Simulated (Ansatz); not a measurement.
# Ge wire along [111], 14 atoms a period, H-terminated: bands by functional

What gap, if any, does the Ge wire along [111], 14 atoms a period, H-terminated have, and how does it change with the functional?

Program: Ansatz 0.2.0. Level of theory: DFT PBE, plane waves, PAW; relaxation of a wire's period; PAW set soft_1, in the first sound run; inputs show where later runs differ. Results are calculated unless marked as measured.

## (1) The structure

The cell holds 32 atoms: 14 Ge and 18 H. Its edges and angles: a = 13.420 Å, b = 14.445 Å, c = 9.977 Å, α = 90.0°, β = 90.0°, γ = 90.0°. Vacuum lies along a and b. The structure's axis is c.

## (2) Relaxation of atoms and period

Band widths follow the bond lengths, so the wire is relaxed first. The atoms and the third cell vector are free; the box across stays fixed as vacuum. A Fermi-Dirac smearing is set since the result may be a metal. The pressure printed is a third of the stress's trace over the whole box, vacuum included; only the stress along the axis is relaxed.

File input.yaml:

```yaml
crystal:
  lattice:
    - [13.42, 0.0, 0.0]
    - [0.0, 14.445, 0.0]
    - [0.0, 0.0, 9.9766126516]
  atoms:
    - { symbol: Ge, position: [0.348266369, 0.418590321, 0.0] }
    - { symbol: Ge, position: [0.500015067, 0.662776214, 0.0] }
    - { symbol: Ge, position: [0.348266369, 0.418590321, 0.25] }
    - { symbol: Ge, position: [0.500015067, 0.662776214, 0.25] }
    - { symbol: Ge, position: [0.651763765, 0.418590321, 0.25] }
    - { symbol: H, position: [0.253353204, 0.632290646, 0.281211434] }
    - { symbol: H, position: [0.500015067, 0.235375562, 0.281211434] }
    - { symbol: H, position: [0.746676929, 0.632290646, 0.281211434] }
    - { symbol: H, position: [0.253353204, 0.36768059, 0.302121899] }
    - { symbol: H, position: [0.500015067, 0.764595674, 0.302121899] }
    - { symbol: H, position: [0.746676929, 0.36768059, 0.302121899] }
    - { symbol: Ge, position: [0.348266369, 0.581380916, 0.333333333] }
    - { symbol: Ge, position: [0.500015067, 0.337195023, 0.333333333] }
    - { symbol: Ge, position: [0.651763765, 0.581380916, 0.333333333] }
    - { symbol: Ge, position: [0.348266369, 0.581380916, 0.583333333] }
    - { symbol: Ge, position: [0.500015067, 0.337195023, 0.583333333] }
    - { symbol: Ge, position: [0.651763765, 0.581380916, 0.583333333] }
    - { symbol: H, position: [0.253353204, 0.530471186, 0.635455233] }
    - { symbol: H, position: [0.348266369, 0.683200377, 0.635455233] }
    - { symbol: H, position: [0.405101902, 0.286285293, 0.635455233] }
    - { symbol: H, position: [0.594928231, 0.286285293, 0.635455233] }
    - { symbol: H, position: [0.651763765, 0.683200377, 0.635455233] }
    - { symbol: H, position: [0.746676929, 0.530471186, 0.635455233] }
    - { symbol: Ge, position: [0.500015067, 0.499985618, 0.666666667] }
    - { symbol: Ge, position: [0.500015067, 0.499985618, 0.916666667] }
    - { symbol: H, position: [0.253353204, 0.469500051, 0.947878101] }
    - { symbol: H, position: [0.348266369, 0.31677086, 0.947878101] }
    - { symbol: H, position: [0.405101902, 0.713685944, 0.947878101] }
    - { symbol: H, position: [0.594928231, 0.713685944, 0.947878101] }
    - { symbol: H, position: [0.651763765, 0.31677086, 0.947878101] }
    - { symbol: H, position: [0.746676929, 0.469500051, 0.947878101] }
    - { symbol: Ge, position: [0.651763765, 0.418590321, 0.0] }
kpoints:
  mp_grid: { grid: [1, 1, 9] }
scf:
  occupations: { method: fermi_dirac, width: 0.05 }
hamiltonian:
  xc: pbe
  pseudopotentials: { kind: paw, azcp: { folder: soft_1 } }
relax:
  cell: { fix: [a, b, alpha, beta, gamma] }
  max_steps: 45
  f_tol: 0.03
```

Run with:

```sh
$ ansatz run input.yaml --threads 8 --pin off --max-ram 16384MiB --backend cpu --events-out ev --progress --plain --runs-dir out
```

Numbers of over 12 decimals in the logs are rounded to 6 here.

Log:

```text
Engine: ansatz 0.2.0, aarch64-unknown-linux-gnu
Pseudopotentials: kind: paw
Pseudopotential: Ge, paw, valence charge 14, recommended cutoff 420 eV (normal), soft_1/Ge.paw.azcp
Pseudopotential: H, paw, valence charge 1, recommended cutoff 420 eV (normal), soft_1/H.paw.azcp
Functional definition: PBE
  parameter kappa = 0.804
  parameter beta = 0.066725
  exchange = pbe_x(kappa = kappa, mu = beta*pi^2/3)
  correlation = pbe_c(beta = beta)
Crystal: 32 atoms, lattice volume = 1933.985 Å³
Basis set: ecut = 420 eV, 37789 PW (Γ), exchange–correlation on 180×200×144 points (8 copies of the dense FFT grid, shifted against one another)
Bands: 139, of which v1, the nominal top of the filled ones, is band 107 counted from 1 (106 counted from 0)
Symmetry: 4 space group operations
Space group: P2/m (ITA 10), of the structure as read, at distance tolerance 1.2e-4 Å
k-points: 5 of 9
Non-local potential: Ge, projectors of the file, l = 0: 2, l = 1: 2, l = 2: 3, l = 3: 1
Non-local potential: H, projectors of the file, l = 0: 2, l = 1: 1
PAW form: soft (Blöchl's): semilocal exchange-correlation on the pseudo side does not see the compensation charge
PAW one-centre angular grid: Ge, 590 points (default); XC on 64 Gauss nodes
PAW one-centre angular grid: H, 110 points (default); XC on 64 Gauss nodes
Initial density: superposition of atomic densities (neutral atoms: chi_scale 0, normalization atom)
Initial wavefunctions: pseudopotential atomic-orbital guess
Functional: x = pbe(κ = 0.804, μ = 0.219515), c = pbe(β = 0.066725)
SCF iter   1: F=—  HF=-60416.077153 eV  |F-HF|=—  |Δ(HF+E_count)|=         —  Δρ=3.03e-2  dr2=1.49e1  ethr=3.10e-3  ⟨swp⟩=7.0  Hψ=2940  notcnv=0  defer=9
preconditioner: auto → Resta (q_TF=auto, 1.890 Å⁻¹)  ε∞=1.6  [insulator: Δε(μ)=3.039 eV  Ē_g=9.602 eV  σ=0.050 eV  W_gap=1.00  n_scr=214 (ndim 8)  ℏωp=7.3 eV  f_vac=0.655  D(μ)=0.00/eV (n_scr^D=0)  ε∞_Penn≈1.6  vacuum switching on, ρ_ref=6.7e-3 e/Å³]
SCF iter   2: F=—  HF=-60412.469820 eV  |F-HF|=—  |Δ(HF+E_count)|=    3.61e0  Δρ=1.29e-2  dr2=3.13e0  ethr=3.10e-3  ⟨swp⟩=3.0  Hψ=996  notcnv=0  defer=128
SCF iter   3: F=—  HF=-60411.704415 eV  |F-HF|=—  |Δ(HF+E_count)|=   7.65e-1  Δρ=2.55e-3  dr2=4.28e-1  ethr=1.46e-3  ⟨swp⟩=4.2  Hψ=831  notcnv=0  defer=128
SCF iter   4: F=—  HF=-60411.604954 eV  |F-HF|=—  |Δ(HF+E_count)|=   9.95e-2  Δρ=9.86e-4  dr2=1.07e-2  ethr=2.00e-4  ⟨swp⟩=3.0  Hψ=769  notcnv=0  defer=128
SCF iter   5: F=—  HF=-60411.610030 eV  |F-HF|=—  |Δ(HF+E_count)|=   5.08e-3  Δρ=2.09e-4  dr2=1.23e-3  ethr=4.98e-6  ⟨swp⟩=2.0  Hψ=984  notcnv=0  defer=128
SCF iter   6: F=—  HF=-60411.610177 eV  |F-HF|=—  |Δ(HF+E_count)|=   1.47e-4  Δρ=5.57e-5  dr2=1.40e-4  ethr=5.73e-7  ⟨swp⟩=2.0  Hψ=1098  notcnv=0  defer=128
SCF iter   7: F=—  HF=-60411.610172 eV  |F-HF|=—  |Δ(HF+E_count)|=   4.76e-6  Δρ=1.95e-5  dr2=1.16e-5  ethr=6.54e-8  ⟨swp⟩=2.0  Hψ=1079  notcnv=0  defer=128
SCF iter   8: F=—  HF=-60411.610180 eV  |F-HF|=—  |Δ(HF+E_count)|=   7.88e-6  Δρ=8.39e-6  dr2=2.29e-6  ethr=5.42e-9  ⟨swp⟩=3.0  Hψ=1264  notcnv=0  defer=128
SCF iter   9: F=-60411.610182 eV  HF=-60411.610181 eV  |F-HF|=1.62e-7  |Δ(HF+E_count)|=   1.06e-6  Δρ=2.24e-6  dr2=9.63e-8  ethr=4.67e-11  ⟨swp⟩=3.0  Hψ=2806  notcnv=0
SCF 1 converged in 9 iterations: F = -60411.610182 eV  dr2 = 9.63e-8
  greatest PAW one-centre occupation: 0.998 electrons in one spin orbital (limit 2), on the Ge atom at site 16 (counted from 0), in its partial waves of l = 2
relax step   1: F+E_penalty+E_count = -60411.61018155 eV  Δ(F+E_penalty+E_count) = +0.000e0 eV  max|allowed force component| = 2.339e-1 eV/Å  Δτ_max = 0.0000 Å  P = -0.497 GPa  Ω = 1933.985 Å³  fix = [a, b, alpha, beta, gamma]  reactions: a -0.529, b -0.532 GPa; alpha -0.000 GPa/rad  (9 SCF iters, dr2 threshold 1.00e-7 eV, accepted)
Crystal: 32 atoms, lattice volume = 1937.743 Å³
Basis set: ecut = 420 eV, 37821 PW (Γ), exchange–correlation on 180×200×144 points (8 copies of the dense FFT grid, shifted against one another)
Initial density: handed on by an earlier stage of this run
Initial wavefunctions: those handed on with the density
iter 1 solved again at ethr=1.17e-4 eV; its pass at ethr=3.10e-3 eV (dr2=2.51e-1 eV) is discarded
SCF iter   1: F=—  HF=-60411.776512 eV  |F-HF|=—  |Δ(HF+E_count)|=         —  Δρ=5.12e-3  dr2=2.65e-1  ethr=1.17e-4  ⟨swp⟩=5.2  Hψ=2898  notcnv=0
preconditioner: auto → Resta (q_TF=auto, 1.890 Å⁻¹)  ε∞=1.6  [insulator: Δε(μ)=3.164 eV  Ē_g=9.241 eV  σ=0.050 eV  W_gap=1.00  n_scr=214 (ndim 8)  ℏωp=7.3 eV  f_vac=0.711  D(μ)=0.00/eV (n_scr^D=0)  ε∞_Penn≈1.6  vacuum switching on, ρ_ref=6.2e-3 e/Å³]
SCF iter   2: F=—  HF=-60411.745350 eV  |F-HF|=—  |Δ(HF+E_count)|=   3.12e-2  Δρ=2.23e-3  dr2=4.53e-2  ethr=1.17e-4  ⟨swp⟩=3.4  Hψ=1105  notcnv=0
SCF iter   3: F=—  HF=-60411.746110 eV  |F-HF|=—  |Δ(HF+E_count)|=   7.60e-4  Δρ=7.60e-4  dr2=1.13e-2  ethr=2.11e-5  ⟨swp⟩=2.8  Hψ=1031  notcnv=0
SCF iter   4: F=—  HF=-60411.744766 eV  |F-HF|=—  |Δ(HF+E_count)|=   1.34e-3  Δρ=1.02e-4  dr2=1.87e-4  ethr=5.28e-6  ⟨swp⟩=2.0  Hψ=812  notcnv=0
SCF iter   5: F=—  HF=-60411.744919 eV  |F-HF|=—  |Δ(HF+E_count)|=   1.53e-4  Δρ=3.26e-5  dr2=2.19e-5  ethr=8.75e-8  ⟨swp⟩=2.2  Hψ=1195  notcnv=0
SCF iter   6: F=-60411.744916 eV  HF=-60411.744917 eV  |F-HF|=6.32e-7  |Δ(HF+E_count)|=   2.43e-6  Δρ=1.03e-5  dr2=1.98e-6  ethr=1.50e-9  ⟨swp⟩=5.0  Hψ=2362  notcnv=0
SCF 2 converged in 6 iterations: F = -60411.744916 eV  dr2 = 1.98e-6
  greatest PAW one-centre occupation: 0.998 electrons in one spin orbital (limit 2), on the Ge atom at site 31 (counted from 0), in its partial waves of l = 2
relax step   2: F+E_penalty+E_count = -60411.74491638 eV  Δ(F+E_penalty+E_count) = -1.347e-1 eV  max|allowed force component| = 1.476e-1 eV/Å  Δτ_max = 0.0796 Å  P = +0.039 GPa  Ω = 1937.743 Å³  energy of the carried Pulay correction = -4.636e-4 eV  fix = [a, b, alpha, beta, gamma]  reactions: a +0.082, b +0.079 GPa; alpha +0.000 GPa/rad  (6 SCF iters, dr2 threshold 3.20e-6 eV, accepted)
Crystal: 32 atoms, lattice volume = 1930.224 Å³
Basis set: ecut = 420 eV, 37697 PW (Γ), exchange–correlation on 180×200×144 points (8 copies of the dense FFT grid, shifted against one another)
iter 1 solved again at ethr=9.25e-6 eV; its pass at ethr=3.10e-3 eV (dr2=1.98e-2 eV) is discarded
SCF iter   1: F=—  HF=-60411.768526 eV  |F-HF|=—  |Δ(HF+E_count)|=         —  Δρ=1.43e-3  dr2=2.22e-2  ethr=9.25e-6  ⟨swp⟩=3.2  Hψ=2634  notcnv=0
[...]
relax step   3: F+E_penalty+E_count = -60411.76512117 eV  Δ(F+E_penalty+E_count) = -2.020e-2 eV  max|allowed force component| = 2.611e-2 eV/Å  Δτ_max = 0.0248 Å  P = -0.016 GPa  Ω = 1930.224 Å³  energy of the carried Pulay correction = +4.650e-4 eV  fix = [a, b, alpha, beta, gamma]  reactions: a -0.018, b -0.021 GPa; alpha -0.000 GPa/rad  (6 SCF iters, dr2 threshold 1.36e-6 eV, accepted)
Initial wavefunctions: pseudopotential atomic-orbital guess (no wavefunctions were taken with the density)
iter 1 solved again at ethr=5.48e-8 eV; its pass at ethr=3.10e-3 eV (dr2=1.17e-4 eV) is discarded
SCF iter   1: F=—  HF=-60411.764606 eV  |F-HF|=—  |Δ(HF+E_count)|=         —  Δρ=4.69e-6  dr2=3.87e-7  ethr=5.48e-8  ⟨swp⟩=5.2  Hψ=5382  notcnv=0
preconditioner: auto → Resta (q_TF=auto, 1.891 Å⁻¹)  ε∞=1.6  [insulator: Δε(μ)=3.125 eV  Ē_g=9.185 eV  σ=0.050 eV  W_gap=1.00  n_scr=212 (ndim 8)  ℏωp=7.3 eV  f_vac=0.706  D(μ)=0.00/eV (n_scr^D=0)  ε∞_Penn≈1.6  vacuum switching on, ρ_ref=6.1e-3 e/Å³]
SCF iter   2: F=—  HF=-60411.764644 eV  |F-HF|=—  |Δ(HF+E_count)|=   3.73e-5  Δρ=2.40e-6  dr2=8.03e-8  ethr=1.81e-10  ⟨swp⟩=2.4  Hψ=1227  notcnv=0
SCF iter   3: F=—  HF=-60411.764644 eV  |F-HF|=—  |Δ(HF+E_count)|=   4.25e-8  Δρ=1.23e-6  dr2=1.88e-8  ethr=3.75e-11  ⟨swp⟩=2.0  Hψ=1215  notcnv=0
SCF iter   4: F=—  HF=-60411.764644 eV  |F-HF|=—  |Δ(HF+E_count)|=   2.32e-8  Δρ=1.52e-7  dr2=3.94e-10  ethr=8.77e-12  ⟨swp⟩=2.0  Hψ=880  notcnv=0
SCF iter   5: F=-60411.764644 eV  HF=-60411.764644 eV  |F-HF|=4.37e-11  |Δ(HF+E_count)|=  3.27e-10  Δρ=5.53e-8  dr2=6.36e-11  ethr=1.00e-12  ⟨swp⟩=4.4  Hψ=1928  notcnv=0
SCF 4 converged in 5 iterations: F = -60411.764644 eV  dr2 = 6.36e-11
relax step   4: F+E_penalty+E_count = -60411.76464379 eV  Δ(F+E_penalty+E_count) = +4.774e-4 eV  max|allowed force component| = 2.615e-2 eV/Å  Δτ_max = 0.0000 Å  P = -0.015 GPa  Ω = 1930.224 Å³  fix = [a, b, alpha, beta, gamma]  reactions: a -0.018, b -0.021 GPa; alpha -0.000 GPa/rad  stress off target by 6.59e-3 GPa on what of the cell is left free  SCF on the basis re-selected at this cell (its energy is not comparable with the rows above)  (5 SCF iters)
basis re-selected at this cell: Δ(F+E_penalty+E_count) = +4.774e-4 eV, ΔP = +0.000 GPa vs the last step (what re-selecting the basis moved, of the pressure what is left beyond the Pulay correction that the steps carried, after the strain that the cell walked since its last selection, with what the two solves' SCF thresholds leave and, on support functions, any second-order correction that the steps lacked; it is no m [...]
SCF converged after 5 iterations
Free energy (F): -60411.764644 eV
Harris-Foulkes:  -60411.764644 eV  (|F-HF|=4.37e-11)
Internal energy: -60411.764644 eV  (E = F + TS)
E sigma→0 (E₀):  -60411.764644 eV
Fermi energy:    -1.774162 eV
--- Per-component energies (eV) ---
  E_band       = -4265.015550
  E_kinetic    = 1524.450343
  E_local      = -97945.702952  (includes V_loc(G=0)·N_el)
  E_nonlocal   = 3073.841998
  E_hartree    = 47155.076818
  E_xc         = -1150.177101
  E_vxc        = -1100.896128  (∫ρ·V_xc dr)
  E_paw        = -28215.576003  (= ΣΔE_a)
  E_vpaw       = -4126.844618  (= ΣTr[D̂ρ^β])
  E_aug_tail   = -0.016612  (compensation charges beyond the density's cutoff)
  E_ewald      = 15146.338865
  E_smearing   = -0.000000  (= −TS)
  E_closure    = -0.000000  (closes the sum)
  Σ components = -60411.764644   (vs F -60411.764644, Δ=0.00e0)
--- Forces (eV/Å), atoms counted from 1 ---
  atom   1  Ge    -0.01648080    -0.00953422    -0.02612501
  atom   2  Ge    -0.00000000     0.01898658    -0.02614882
  atom   3  Ge     0.00535406     0.00302292     0.00007543
  atom   4  Ge     0.00000000    -0.00604505     0.00002130
  atom   5  Ge    -0.00535406     0.00302292     0.00007543
  atom   6  H      0.01241920    -0.00723014     0.00790861
  atom   7  H      0.00000000     0.01436906     0.00787551
  atom   8  H     -0.01241920    -0.00723014     0.00790861
  atom   9  H      0.01241920     0.00723014    -0.00790861
  atom  10  H      0.00000000    -0.01436906    -0.00787551
  atom  11  H     -0.01241920     0.00723014    -0.00790861
  atom  12  Ge     0.00535406    -0.00302292    -0.00007543
  atom  13  Ge     0.00000000     0.00604505    -0.00002130
  atom  14  Ge    -0.00535406    -0.00302292    -0.00007543
  atom  15  Ge    -0.01648080     0.00953422     0.02612501
  atom  16  Ge    -0.00000000    -0.01898658     0.02614882
  atom  17  Ge     0.01648080     0.00953422     0.02612501
  atom  18  H      0.00930294     0.00170473    -0.00529686
  atom  19  H      0.00318429    -0.00890585    -0.00521882
  atom  20  H      0.00610844     0.00719877    -0.00524766
  atom  21  H     -0.00610844     0.00719877    -0.00524766
  atom  22  H     -0.00318429    -0.00890585    -0.00521882
  atom  23  H     -0.00930294     0.00170473    -0.00529686
  atom  24  Ge     0.00000000    -0.00004935     0.00548661
  atom  25  Ge     0.00000000     0.00004935    -0.00548661
  atom  26  H      0.00930294    -0.00170473     0.00529686
  atom  27  H      0.00318429     0.00890585     0.00521882
  atom  28  H      0.00610844    -0.00719877     0.00524766
  atom  29  H     -0.00610844    -0.00719877     0.00524766
  atom  30  H     -0.00318429     0.00890585     0.00521882
  atom  31  H     -0.00930294    -0.00170473     0.00529686
  atom  32  Ge     0.01648080    -0.00953422    -0.02612501
  max |Σ_I F_I| component: 1.04e-17 eV/Å
--- Stress (GPa, compression-positive) ---
       -0.018175       0.000000       0.000000
        0.000000      -0.021029       0.000015
        0.000000       0.000015      -0.006586
  P = ⅓ Tr σ = -0.0153 GPa (-0.153 kbar)
--- Relaxed structure (3 steps of the walk, 3 accepted, 1 SCFs on fresh bases) ---
  F+E_penalty+E_count = -60411.76464379 eV   max|allowed force component| = 2.615e-2 eV/Å   (the final SCF, on the basis selected at the relaxed cell)
  cell:  # Å, volume = 1930.2236 Å³
    - [13.42, 0.0, 0.0]
    - [0.0, 14.445, 0]
    - [0.0, 0, 9.957208]
  atoms:
    - { symbol: Ge, position: [0.351681, 0.420421, 0.00302823] }
    - { symbol: Ge, position: [0.500015, 0.659120, 0.00302697] }
    - { symbol: Ge, position: [0.351455, 0.420296, 0.249240] }
    - { symbol: Ge, position: [0.500015, 0.659370, 0.249241] }
    - { symbol: Ge, position: [0.648575, 0.420296, 0.249240] }
    - { symbol: H, position: [0.256901, 0.630374, 0.281925] }
    - { symbol: H, position: [0.500015, 0.239174, 0.281918] }
    - { symbol: H, position: [0.743129, 0.630374, 0.281925] }
    - { symbol: H, position: [0.256901, 0.369597, 0.301409] }
    - { symbol: H, position: [0.500015, 0.760797, 0.301415] }
    - { symbol: H, position: [0.743129, 0.369597, 0.301409] }
    - { symbol: Ge, position: [0.351455, 0.579675, 0.334093] }
    - { symbol: Ge, position: [0.500015, 0.340601, 0.334092] }
    - { symbol: Ge, position: [0.648575, 0.579675, 0.334093] }
    - { symbol: Ge, position: [0.351681, 0.579551, 0.580305] }
    - { symbol: Ge, position: [0.500015, 0.340852, 0.580306] }
    - { symbol: Ge, position: [0.648349, 0.579551, 0.580305] }
    - { symbol: H, position: [0.256605, 0.530920, 0.633041] }
    - { symbol: H, position: [0.349479, 0.680362, 0.633049] }
    - { symbol: H, position: [0.407142, 0.288675, 0.633051] }
    - { symbol: H, position: [0.592888, 0.288675, 0.633051] }
    - { symbol: H, position: [0.650551, 0.680362, 0.633049] }
    - { symbol: H, position: [0.743425, 0.530920, 0.633041] }
    - { symbol: Ge, position: [0.500015, 0.499984, 0.667143] }
    - { symbol: Ge, position: [0.500015, 0.499987, 0.916190] }
    - { symbol: H, position: [0.256605, 0.469052, 0.950292] }
    - { symbol: H, position: [0.349479, 0.319610, 0.950284] }
    - { symbol: H, position: [0.407142, 0.711296, 0.950282] }
    - { symbol: H, position: [0.592888, 0.711296, 0.950282] }
    - { symbol: H, position: [0.650551, 0.319610, 0.950284] }
    - { symbol: H, position: [0.743425, 0.469052, 0.950292] }
    - { symbol: Ge, position: [0.648349, 0.420421, 0.00302823] }
```

Run time: 45 s. Hardware: 8 threads of Arm Neoverse V1, shared host; peak memory 5.8 GiB; 5.8 min of CPU time.

Relaxation path:

| step | energy less that of the first step (eV) | largest force component (eV/Å) | pressure (GPa) | volume (Å³) |
| --- | --- | --- | --- | --- |
| 1 | 0.0000 | 0.2339 | -0.50 | 1933.99 |
| 2 | -0.1347 | 0.1476 | 0.04 | 1937.74 |
| 3 | -0.1549 | 0.0261 | -0.02 | 1930.22 |
| 4* | -0.1545 | 0.0261 | -0.02 | 1930.22 |

Relaxation steps marked * repeat the geometry before them on a plane-wave basis chosen anew for their cell, so energy and pressure can jump there.

The run keeps the 4 symmetry operations that it works with, so distortions that break them were not tested.

| cell as run | before | after | change |
| --- | --- | --- | --- |
| c (Å) | 9.977 | 9.957 | -0.2 % |

The atoms that moved most (Å, along periodic axes as changes of fractional coordinates times the final cell, across vacuum about the mean position):

| atom | dx | dy | dz | length |
| --- | --- | --- | --- | --- |
| Ge32 | -0.046 | 0.026 | 0.030 | 0.061 |
| Ge17 | -0.046 | -0.026 | -0.030 | 0.061 |
| Ge1 | 0.046 | 0.026 | 0.030 | 0.061 |
| Ge15 | 0.046 | -0.026 | -0.030 | 0.061 |
| Ge2 | 0.000 | -0.053 | 0.030 | 0.061 |
| Ge16 | 0.000 | 0.053 | -0.030 | 0.061 |
| H9 | 0.048 | 0.028 | -0.007 | 0.056 |
| H6 | 0.048 | -0.028 | 0.007 | 0.056 |

Numbers from this step:

```yaml
cell_length_along_the_wire: 9.957 Å
```

The cell's length comes to 9.957 Å with spin left out.

(Continued in part 2 of 2.)

[Logs are printed without paths, hosts, clocks, repeated set-up lines and the standing remarks that a program may print on its own settings, such as how far it seeks lower states.]

[Hosts, paths, dates, database ids (printed as entryN), source tags and the programs' standing remarks are cut or masked in the printed files.]
